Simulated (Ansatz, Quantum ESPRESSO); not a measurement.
# SrLiH3 (Pm-3m): modes at Γ and the response to a field, part 2 of 3

Wanted: the vibrations of SrLiH3 (Pm-3m) at Γ, by two programs.

Quantum ESPRESSO 7.5; DFT PBE, scalar-relativistic, plane waves, JTH PAW pseudopotentials.

So far. Step 2 (A first look): A gap of 1.8 eV opens on this mesh, so the crystal is taken as an insulator; the start stands at 0.10 GPa. Step 4 (Self-consistent run for the response): The cell stands at 0 GPa, close enough for phonons. The relaxed cell has a = 4.638 Å (conventional setting).

## 5. Linear response at Γ

At q = 0 one unit cell holds all displacements; symmetry groups them into irreducible representations that are solved one by one. The response to a field gives ε∞ and the Born charges, which polar modes need.

Contents of ph.in:

```
phonons
 &inputph
    prefix='x',
    outdir='./tmp',
    fildyn='g.dyn',
    tr2_ph=1.0d-18,
    epsil=.true.,
 /
0.000000000 0.000000000 0.000000000
```

On the command line:

```console
$ OMP_NUM_THREADS=1 mpirun -n 4 ph.x -nk 4 -in ph.in > ph.out
```

Output:

```text
[banners, grids, parts of the stress and lines that vanish by symmetry left out]
[banner, memory and clock lines left out]
Program PHONON v.7.5

     ./tmp/x.save/

     file Li.upf: wavefunction(s)  1S 2S 0S 2P 0P renormalized
     file Sr.upf: wavefunction(s)  5S 0P 4D 0D renormalized
     file H.upf: wavefunction(s)  1S 0S 0P renormalized

     IMPORTANT: XC functional enforced from input :
     Exchange-correlation= PBE
                           (   1   4   3   4   0   0   0)
     Any further DFT definition will be discarded
     Please, verify this is what you really want

     G-vector sticks info

     Check: negative core charge=   -0.000003
     Reading collected, re-writing distributed wavefunctions in ./tmp/

     Number and degeneracy of irreps per q-point
       N         xq(1)         xq(2)         xq(3)   N irreps
       1   0.000000000   0.000000000   0.000000000       5
        3   3   3   3   3

     Calculation of q =    0.0000000   0.0000000   0.0000000

     phonons

     bravais-lattice index     =            1
     lattice parameter (alat)  =       8.7639  a.u.
     unit-cell volume          =     673.1084 (a.u.)^3
     number of atoms/cell      =            5
     number of atomic types    =            3
     kinetic-energy cut-off    =      50.0000  Ry
     charge density cut-off    =     250.0000  Ry
     convergence threshold     =      1.0E-18
     beta                      =       0.7000
     number of iterations used =            4
     Exchange-correlation= PBE
                           (   1   4   3   4   0   0   0)

     celldm(1)=    8.76385  celldm(2)=    0.00000  celldm(3)=    0.00000
     celldm(4)=    0.00000  celldm(5)=    0.00000  celldm(6)=    0.00000

     crystal axes: (cart. coord. in units of alat)
               a(1) = (  1.0000  0.0000  0.0000 )
               a(2) = (  0.0000  1.0000  0.0000 )
               a(3) = (  0.0000  0.0000  1.0000 )

     reciprocal axes: (cart. coord. in units 2 pi/alat)
               b(1) = (  1.0000  0.0000  0.0000 )
               b(2) = (  0.0000  1.0000  0.0000 )
               b(3) = (  0.0000  0.0000  1.0000 )

     Atoms inside the unit cell:

     Cartesian axes

     site n.  atom      mass           positions (alat units)
        1  Li      6.9400   tau(    1) = (    0.00000    0.00000    0.00000  )
        2  Sr     87.6200   tau(    2) = (    0.50000    0.50000    0.50000  )
        3  H       1.0080   tau(    3) = (    0.00000    0.50000    0.50000  )
        4  H       1.0080   tau(    4) = (    0.50000    0.00000    0.50000  )
        5  H       1.0080   tau(    5) = (    0.50000    0.50000    0.00000  )

     Computing dynamical matrix for
                    q = (   0.0000000   0.0000000   0.0000000 )

     49 Sym.Ops. (with q -> -q+G )

     G cutoff =  486.3739  (  45025 G-vectors)     FFT grid: ( 45, 45, 45)
     G cutoff =  389.0991  (  32231 G-vectors)  smooth grid: ( 40, 40, 40)
     number of k points=    20
                       cart. coord. in units 2pi/alat
        k(    1) = (   0.0000000   0.0000000   0.0000000), wk =   0.0092593
        k(    2) = (   0.0000000   0.0000000   0.1666667), wk =   0.0555556
        k(    3) = (   0.0000000   0.0000000   0.3333333), wk =   0.0555556
        [... further k-points left out ...]

     PseudoPot. # 1 for Li read from file:
     ./pseudo/Li.upf
     Pseudo is Projector augmented-wave + core cor, Zval =  3.0
     Shape of augmentation charge: BESSEL

     PseudoPot. # 2 for Sr read from file:
     ./pseudo/Sr.upf
     Pseudo is Projector augmented-wave + core cor, Zval = 10.0
     Shape of augmentation charge: SINC**2

     PseudoPot. # 3 for H  read from file:
     ./pseudo/H.upf
     Pseudo is Projector augmented-wave + core cor, Zval =  1.0
     Shape of augmentation charge: SINC**2

     Mode symmetry, O_h (m-3m)  point group:

     Electric field:
     Dielectric constant
     Born effective charges as d Force / d E

     Atomic displacements:
     There are    5 irreducible representations

     Representation     1      3 modes -  To be done

     Representation     2      3 modes -  To be done

     Representation     3      3 modes -  To be done

     Representation     4      3 modes -  To be done

     Representation     5      3 modes -  To be done

     Alpha used in Ewald sum =   2.5000

     Electric Fields Calculation

      thresh= 1.000E-02 alpha_mix =  0.700 |ddv_scf|^2 =  1.458E-07

      [... iterations left out ...]
      thresh= 1.258E-10 alpha_mix =  0.700 |ddv_scf|^2 =  3.442E-20

     End of electric fields calculation

          Dielectric constant in cartesian axis

          (       3.600922382       0.000000000       0.000000000 )
          (       0.000000000       3.600922382       0.000000000 )
          (       0.000000000       0.000000000       3.600922382 )

          Effective charges (d Force / dE) in cartesian axis without acoustic sum rule applied (asr)

           atom    1  Li    Mean Z*:        1.40941
      Ex  (        1.40941        0.00000        0.00000 )
      Ey  (        0.00000        1.40941        0.00000 )
      Ez  (        0.00000        0.00000        1.40941 )
           atom    2  Sr    Mean Z*:        1.61621
      Ex  (        1.61621        0.00000        0.00000 )
      Ey  (        0.00000        1.61621        0.00000 )
      Ez  (        0.00000        0.00000        1.61621 )
           atom    3  H     Mean Z*:       -1.01403
      Ex  (       -1.04519        0.00000        0.00000 )
      Ey  (        0.00000       -0.99844        0.00000 )
      Ez  (        0.00000        0.00000       -0.99844 )
           atom    4  H     Mean Z*:       -1.01403
      Ex  (       -0.99844        0.00000        0.00000 )
      Ey  (        0.00000       -1.04519        0.00000 )
      Ez  (        0.00000        0.00000       -0.99844 )
           atom    5  H     Mean Z*:       -1.01403
      Ex  (       -0.99844        0.00000        0.00000 )
      Ey  (        0.00000       -0.99844        0.00000 )
      Ez  (        0.00000        0.00000       -1.04519 )

          Effective charges Sum: Mean:       -0.01647
             -0.01647        0.00000        0.00000
              0.00000       -0.01647        0.00000
              0.00000        0.00000       -0.01647

          Effective charges (d Force / dE) in cartesian axis with asr applied:
           atom    1  Li    Mean Z*:        1.41270
      E*x (        1.41270        0.00000        0.00000 )
      E*y (        0.00000        1.41270        0.00000 )
      E*z (        0.00000        0.00000        1.41270 )
           atom    2  Sr    Mean Z*:        1.61950
      E*x (        1.61950        0.00000        0.00000 )
      E*y (        0.00000        1.61950        0.00000 )
      E*z (        0.00000        0.00000        1.61950 )
           atom    3  H     Mean Z*:       -1.01073
      E*x (       -1.04190        0.00000        0.00000 )
      E*y (        0.00000       -0.99515        0.00000 )
      E*z (        0.00000        0.00000       -0.99515 )
           atom    4  H     Mean Z*:       -1.01073
      E*x (       -0.99515        0.00000        0.00000 )
      E*y (        0.00000       -1.04190        0.00000 )
      E*z (        0.00000        0.00000       -0.99515 )
           atom    5  H     Mean Z*:       -1.01073
      E*x (       -0.99515        0.00000        0.00000 )
      E*y (        0.00000       -0.99515        0.00000 )
      E*z (        0.00000        0.00000       -1.04190 )

     Representation #   1 modes #   1   2   3

     Self-consistent Calculation

      thresh= 1.000E-02 alpha_mix =  0.700 |ddv_scf|^2 =  5.048E-09

      [... iterations left out ...]
      thresh= 1.873E-10 alpha_mix =  0.700 |ddv_scf|^2 =  3.425E-20

     End of self-consistent calculation

     Convergence has been achieved

     Representation #   2 modes #   4   5   6

     Self-consistent Calculation

      thresh= 1.000E-02 alpha_mix =  0.700 |ddv_scf|^2 =  3.966E-07

      [... iterations left out ...]
      thresh= 2.574E-10 alpha_mix =  0.700 |ddv_scf|^2 =  2.138E-19

     End of self-consistent calculation

     Convergence has been achieved

     Representation #   3 modes #   7   8   9

     Self-consistent Calculation

      thresh= 1.000E-02 alpha_mix =  0.700 |ddv_scf|^2 =  2.588E-08

      [... iterations left out ...]
      thresh= 6.465E-10 alpha_mix =  0.700 |ddv_scf|^2 =  8.141E-19

     End of self-consistent calculation

     Convergence has been achieved

     Representation #   4 modes #  10  11  12

     Self-consistent Calculation

      thresh= 1.000E-02 alpha_mix =  0.700 |ddv_scf|^2 =  5.904E-09

      [... iterations left out ...]
      thresh= 1.564E-10 alpha_mix =  0.700 |ddv_scf|^2 =  2.252E-20

     End of self-consistent calculation

     Convergence has been achieved

     Representation #   5 modes #  13  14  15

     Self-consistent Calculation

      thresh= 1.000E-02 alpha_mix =  0.700 |ddv_scf|^2 =  1.216E-09

      [... iterations left out ...]
      thresh= 1.128E-10 alpha_mix =  0.700 |ddv_scf|^2 =  4.517E-21

     End of self-consistent calculation

     Convergence has been achieved

     Number of q in the star =    1
     List of q in the star:
          1   0.000000000   0.000000000   0.000000000

          Dielectric constant in cartesian axis

          (       3.600922382       0.000000000       0.000000000 )
          (       0.000000000       3.600922382       0.000000000 )
          (       0.000000000       0.000000000       3.600922382 )

          Effective charges (d Force / dE) in cartesian axis without acoustic sum rule applied (asr)

           atom    1  Li    Mean Z*:        1.40941
      Ex  (        1.40941        0.00000        0.00000 )
      Ey  (        0.00000        1.40941        0.00000 )
      Ez  (        0.00000        0.00000        1.40941 )
           atom    2  Sr    Mean Z*:        1.61621
      Ex  (        1.61621        0.00000        0.00000 )
      Ey  (        0.00000        1.61621        0.00000 )
      Ez  (        0.00000        0.00000        1.61621 )
           atom    3  H     Mean Z*:       -1.01403
      Ex  (       -1.04519        0.00000        0.00000 )
      Ey  (        0.00000       -0.99844        0.00000 )
      Ez  (        0.00000        0.00000       -0.99844 )
           atom    4  H     Mean Z*:       -1.01403
      Ex  (       -0.99844        0.00000        0.00000 )
      Ey  (        0.00000       -1.04519        0.00000 )
      Ez  (        0.00000        0.00000       -0.99844 )
           atom    5  H     Mean Z*:       -1.01403
      Ex  (       -0.99844        0.00000        0.00000 )
      Ey  (        0.00000       -0.99844        0.00000 )
      Ez  (        0.00000        0.00000       -1.04519 )

          Effective charges Sum: Mean:       -0.01647
             -0.01647        0.00000        0.00000
              0.00000       -0.01647        0.00000
              0.00000        0.00000       -0.01647

          Effective charges (d Force / dE) in cartesian axis with asr applied:
           atom    1  Li    Mean Z*:        1.41270
      E*x (        1.41270        0.00000        0.00000 )
      E*y (        0.00000        1.41270        0.00000 )
      E*z (        0.00000        0.00000        1.41270 )
           atom    2  Sr    Mean Z*:        1.61950
      E*x (        1.61950        0.00000        0.00000 )
      E*y (        0.00000        1.61950        0.00000 )
      E*z (        0.00000        0.00000        1.61950 )
           atom    3  H     Mean Z*:       -1.01073
      E*x (       -1.04190        0.00000        0.00000 )
      E*y (        0.00000       -0.99515        0.00000 )
      E*z (        0.00000        0.00000       -0.99515 )
           atom    4  H     Mean Z*:       -1.01073
      E*x (       -0.99515        0.00000        0.00000 )
      E*y (        0.00000       -1.04190        0.00000 )
      E*z (        0.00000        0.00000       -0.99515 )
           atom    5  H     Mean Z*:       -1.01073
      E*x (       -0.99515        0.00000        0.00000 )
      E*y (        0.00000       -0.99515        0.00000 )
      E*z (        0.00000        0.00000       -1.04190 )

     Diagonalizing the dynamical matrix

     q = (    0.000000000   0.000000000   0.000000000 )

 **************************************************************************
     freq (    1) =     -12.107426 [THz] =    -403.860270 [cm-1]
     freq (    2) =     -12.107426 [THz] =    -403.860270 [cm-1]
     freq (    3) =     -12.107426 [THz] =    -403.860270 [cm-1]
     freq (    4) =     -11.909818 [THz] =    -397.268775 [cm-1]
     freq (    5) =     -11.909818 [THz] =    -397.268775 [cm-1]
     freq (    6) =     -11.909818 [THz] =    -397.268775 [cm-1]
     freq (    7) =      -0.277086 [THz] =      -9.242602 [cm-1]
     freq (    8) =      -0.277086 [THz] =      -9.242602 [cm-1]
     freq (    9) =      -0.277086 [THz] =      -9.242602 [cm-1]
     freq (   10) =       7.787376 [THz] =     259.758908 [cm-1]
     freq (   11) =       7.787376 [THz] =     259.758908 [cm-1]
     freq (   12) =       7.787376 [THz] =     259.758908 [cm-1]
     freq (   13) =      37.504109 [THz] =    1251.002408 [cm-1]
     freq (   14) =      37.504109 [THz] =    1251.002408 [cm-1]
     freq (   15) =      37.504109 [THz] =    1251.002408 [cm-1]
 **************************************************************************

     Mode symmetry, O_h (m-3m)  point group:

     freq (   1-   3) =       -403.9  [cm-1]   --> T_2u G_25  G_5-
     freq (   4-   6) =       -397.3  [cm-1]   --> T_1u G_15  G_4- I
     freq (   7-   9) =         -9.2  [cm-1]   --> T_1u G_15  G_4- I
     freq (  10-  12) =        259.8  [cm-1]   --> T_1u G_15  G_4- I
     freq (  13-  15) =       1251.0  [cm-1]   --> T_1u G_15  G_4- I
```

Wall time 5.3 min (4 MPI ranks of Arm Neoverse V1, shared host).

This step gave:

* miss of the charge sum rule: 0.01645 e
* largest acoustic frequency at the zone centre before the sum rule: -9.24 cm⁻¹
* highest optical zone-centre mode (no LO-TO term): 1251 cm⁻¹
* lowest optical zone-centre mode: -403.9 cm⁻¹
* mean high-frequency dielectric constant: 3.601
* largest Born charge in size (third of the trace): 1.616 e

Born charge (rows field, columns displacement), before the sum rule (e), principal values of the symmetric part by kind of site:

| atom | atoms with these values | low | middle | high | mean |
| --- | --- | --- | --- | --- | --- |
| Li1 | 1 | 1.41 | 1.41 | 1.41 | 1.41 |
| Sr2 | 1 | 1.62 | 1.62 | 1.62 | 1.62 |
| H3 | 3 | -1.05 | -1.00 | -1.00 | -1.01 |

In full for Sr2:

```
1.62 0.00 0.00
0.00 1.62 0.00
0.00 0.00 1.62
```

High-frequency dielectric tensor:

```
3.60 0.00 0.00
0.00 3.60 0.00
0.00 0.00 3.60
```

The acoustic modes at Γ come out as far as 9.2 cm⁻¹ from zero, where they should vanish, a small numerical error; the Born charges miss their sum rule by 0.016 e, which is good. The lowest optical mode is imaginary, 404i cm⁻¹, an instability at this level and on this k mesh.

## 6. Zone-centre analysis

A rigid shift of the crystal must cost nothing, but grids and finite bases break this; the acoustic sum rule is imposed before the matrix is diagonalised again. With Born charges the intensities follow; a static dielectric tensor has no meaning with imaginary modes.

Contents of dynmat.in:

```
 &input
    fildyn='g.dyn',
    asr='simple',
    fileig='dynmat.eig',
    lperm=.true.,
 /
```

On the command line:

```console
$ dynmat.x -in dynmat.in > dynmat.out
```

Output:

```text
[banner, memory and clock lines left out]
Program DYNMAT v.7.5

     Reading Dynamical Matrix from file g.dyn
     ...Force constants read
     ...epsilon and Z* read
     A direction for q was not specified:TO-LO splitting will be absent

     Polarizability (A^3 units)
     multiply by 0.535626 for Clausius-Mossotti correction
        20.644574    0.000000    0.000000
         0.000000   20.644574    0.000000
         0.000000    0.000000   20.644574

     IR activities are in (D/A)^2/amu units

# mode   [cm-1]    [THz]      IR
    1   -403.34  -12.0919    0.0000
    2   -403.34  -12.0919    0.0000
    3   -403.34  -12.0919    0.0000
    4   -396.63  -11.8906   49.0146
    5   -396.63  -11.8906   49.0146
    6   -396.63  -11.8906   49.0146
    7     -0.00   -0.0000    0.0000
    8      0.00    0.0000    0.0000
    9      0.00    0.0000    0.0000
   10    260.74    7.8167    6.1364
   11    260.74    7.8167    6.1364
   12    260.74    7.8167    6.1364
   13   1251.57   37.5211   22.3534
   14   1251.57   37.5211   22.3534
   15   1251.57   37.5211   22.3534

Electronic dielectric permittivity tensor (relative, adimensional)
         3.600922    0.000000    0.000000
         0.000000    3.600922    0.000000
         0.000000    0.000000    3.600922

 ... with zone-center polar mode contributions
         5.836107    0.000000   -0.000000
         0.000000    5.836107   -0.000000
        -0.000000   -0.000000    5.836107

[end of the log left out, with the tail of the file of modes that dynmat.x writes under the same name]
```

Run time: 0.45 s. Hardware: 1 thread.

This step gave:

| Property | Result |
| --- | --- |
| highest optical zone-centre mode (no LO-TO term) | 1252 cm⁻¹ |
| lowest optical zone-centre mode | -403.3 cm⁻¹ |

Unit eigenvectors of the mass-weighted matrix after the sum rule; no LO-TO term. Modes at Γ, with each element's share of the kinetic energy (negative means imaginary):

| mode | frequency (cm⁻¹) | Li % | Sr % | H % |
| --- | --- | --- | --- | --- |
| 1 | -403.3 | 0 | 0 | 100 |
| 2 | -403.3 | 0 | 0 | 100 |
| 3 | -403.3 | 0 | 0 | 100 |
| 4 | -396.6 | 39 | 0 | 61 |
| 5 | -396.6 | 39 | 0 | 61 |
| 6 | -396.6 | 39 | 0 | 61 |
| 7 | 0.0 | 7 | 90 | 3 |
| 8 | 0.0 | 7 | 90 | 3 |
| 9 | 0.0 | 7 | 90 | 3 |
| 10 | 260.7 | 54 | 9 | 37 |
| 11 | 260.7 | 54 | 9 | 37 |
| 12 | 260.7 | 54 | 9 | 37 |
| 13 | 1251.6 | 0 | 1 | 99 |
| 14 | 1251.6 | 0 | 1 | 99 |
| 15 | 1251.6 | 0 | 1 | 99 |

Displacements in mode 2 (-403.3 cm⁻¹), the largest set to 1:
```
Li1  0.00  0.00  0.00
Sr2  0.00  0.00  0.00
H3   0.00  0.05  1.00
H4  -0.01  0.00 -1.00
H5   0.01 -0.05  0.00
```

Displacements in mode 4 (-396.6 cm⁻¹), the largest set to 1:
```
Li1 -0.01  0.01  0.43
Sr2  0.00  0.00 -0.01
H3   0.00 -0.02 -1.00
H4   0.03  0.00 -1.00
H5   0.03 -0.02 -0.07
```

Degenerate modes summed, no LO-TO term; imaginary modes left out. Infrared lines, with heights relative to the strongest:

| position (cm⁻¹) | lines merged | label | IR intensity, relative |
| --- | --- | --- | --- |
| 261 | 3 | T1u | 27 |
| 1252 | 3 | T1u | 100 |

The rule also moves an optical mode by 1.0 cm⁻¹.

## 7. Sum rules set otherwise: a sum rule for molecules or wires on a crystal

This rule also removes rotations, which suits molecules and not a crystal; it is tried to see the harm.

Contents of dynmat.in:

```
 &input
    fildyn='g.dyn',
    asr='zero-dim',
    fileig='dynmat.eig',
    lperm=.true.,
 /
```

On the command line:

```console
$ dynmat.x -in dynmat.in > dynmat.out
```

Output:

```text
[banner, memory and clock lines left out]
Program DYNMAT v.7.5

     Reading Dynamical Matrix from file g.dyn
     ...Force constants read
     ...epsilon and Z* read
     Acoustic Sum Rule: || Z*(ASR) - Z*(orig)|| =    6.344279E-01
     Acoustic Sum Rule: ||dyn(ASR) - dyn(orig)||=    5.970240E-02
     A direction for q was not specified:TO-LO splitting will be absent

     Polarizability (A^3 units)
     multiply by 0.535626 for Clausius-Mossotti correction
        20.644574    0.000000    0.000000
         0.000000   20.644574    0.000000
         0.000000    0.000000   20.644574

     IR activities are in (D/A)^2/amu units

# mode   [cm-1]    [THz]      IR
    1   -463.69  -13.9012   45.5932
    2   -463.69  -13.9012   45.5932
    3   -397.86  -11.9276   49.0307
    4    -82.07   -2.4605    8.5955
    5    -82.07   -2.4605    8.5955
    6     -0.00   -0.0000    0.0000
    7     -0.00   -0.0000    0.0000
    8      0.00    0.0000    0.0000
    9      0.00    0.0000    0.0000
   10      0.00    0.0000    0.0000
   11      0.00    0.0000    0.0000
   12    260.33    7.8046    6.1224
   13   1230.56   36.8913   18.0924
   14   1230.56   36.8913   18.0924
   15   1251.09   37.5068   22.3512

Electronic dielectric permittivity tensor (relative, adimensional)
         3.600922    0.000000    0.000000
         0.000000    3.600922    0.000000
         0.000000    0.000000    3.600922

 ... with zone-center polar mode contributions
         4.516896    0.660496    0.660496
         0.660496    4.516896    0.660496
         0.660496    0.660496    4.516896

[end of the log left out, with the tail of the file of modes that dynmat.x writes under the same name]
```

Run time: 0.46 s. Hardware: 1 thread.

The run ended normally, but on settings that are not sound.

The fault: a sum rule for molecules or wires on a crystal; 3 optical modes are projected out to zero frequency, as if they were rotations.

For a crystal the rule has to be 'simple' or 'crystal'.

Zone-centre frequencies as printed; negative means imaginary. Modes:

| mode | frequency (cm⁻¹) |
| --- | --- |
| 1 | -463.7 |
| 2 | -463.7 |
| 3 | -397.9 |
| 4 | -82.07 |
| 5 | -82.07 |
| 6 | 0 |
| 7 | 0 |
| 8 | 0 |
| 9 | 0 |
| 10 | 0 |
| 11 | 0 |
| 12 | 260.3 |
| 13 | 1231 |
| 14 | 1231 |
| 15 | 1251 |

(Part 2 of 3 ends here.)

[Host names and launcher messages were left out of these logs when they were recorded.]

[Logs are printed without paths, hosts, clocks, repeated set-up lines and the standing remarks that a program may print on its own settings, such as how far it seeks lower states.]

[Hosts, paths, dates, database ids (printed as entryN), source tags and the programs' standing remarks are cut or masked in the printed files.]
